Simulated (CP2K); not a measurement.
The O K edge of 3-vinylfuran was computed by TDDFT (CP2K XAS_TDP, aug-cc-pVDZ, TDA) at these levels: PBE0, PBEh(45%) and PBEh(45%) + GW2X. The first three lines of O6 (bonded to 2 C) with a strength over 0.0015, energy in eV and strength:

```
run           first          second           third
  1  535.09 (0.028)  538.47 (0.006)  538.56 (0.005)
  2  522.33 (0.022)  526.15 (0.003)  526.20 (0.003)
  3  530.65 (0.028)  534.04 (0.006)  534.13 (0.005)
```

Q: Which run is which?

Run 1: PBEh(45%) + GW2X (45 % exact exchange). Run 2: PBE0 (25 % exact exchange). Run 3: PBEh(45%) (45 % exact exchange). Self-interaction lifts the core level, so the uncorrected lines rise with the share of exact exchange. The GW2X run keeps the spacings of its parent: 3.38 eV between the first two lines in run 1, 3.39 eV in run 3. Its shift is +4.44 eV, since the Kohn–Sham level at this share of exchange lies that far above the quasiparticle level.

[Banner, clock and machine lines of the logs are left out without a mark of their own.]

[Logs are printed without paths, hosts, clocks, repeated set-up lines and the standing remarks that a program may print on its own settings, such as how far it seeks lower states.]

[Hosts, paths, dates, database ids (printed as entryN), source tags and the programs' standing remarks are cut or masked in the printed files.]
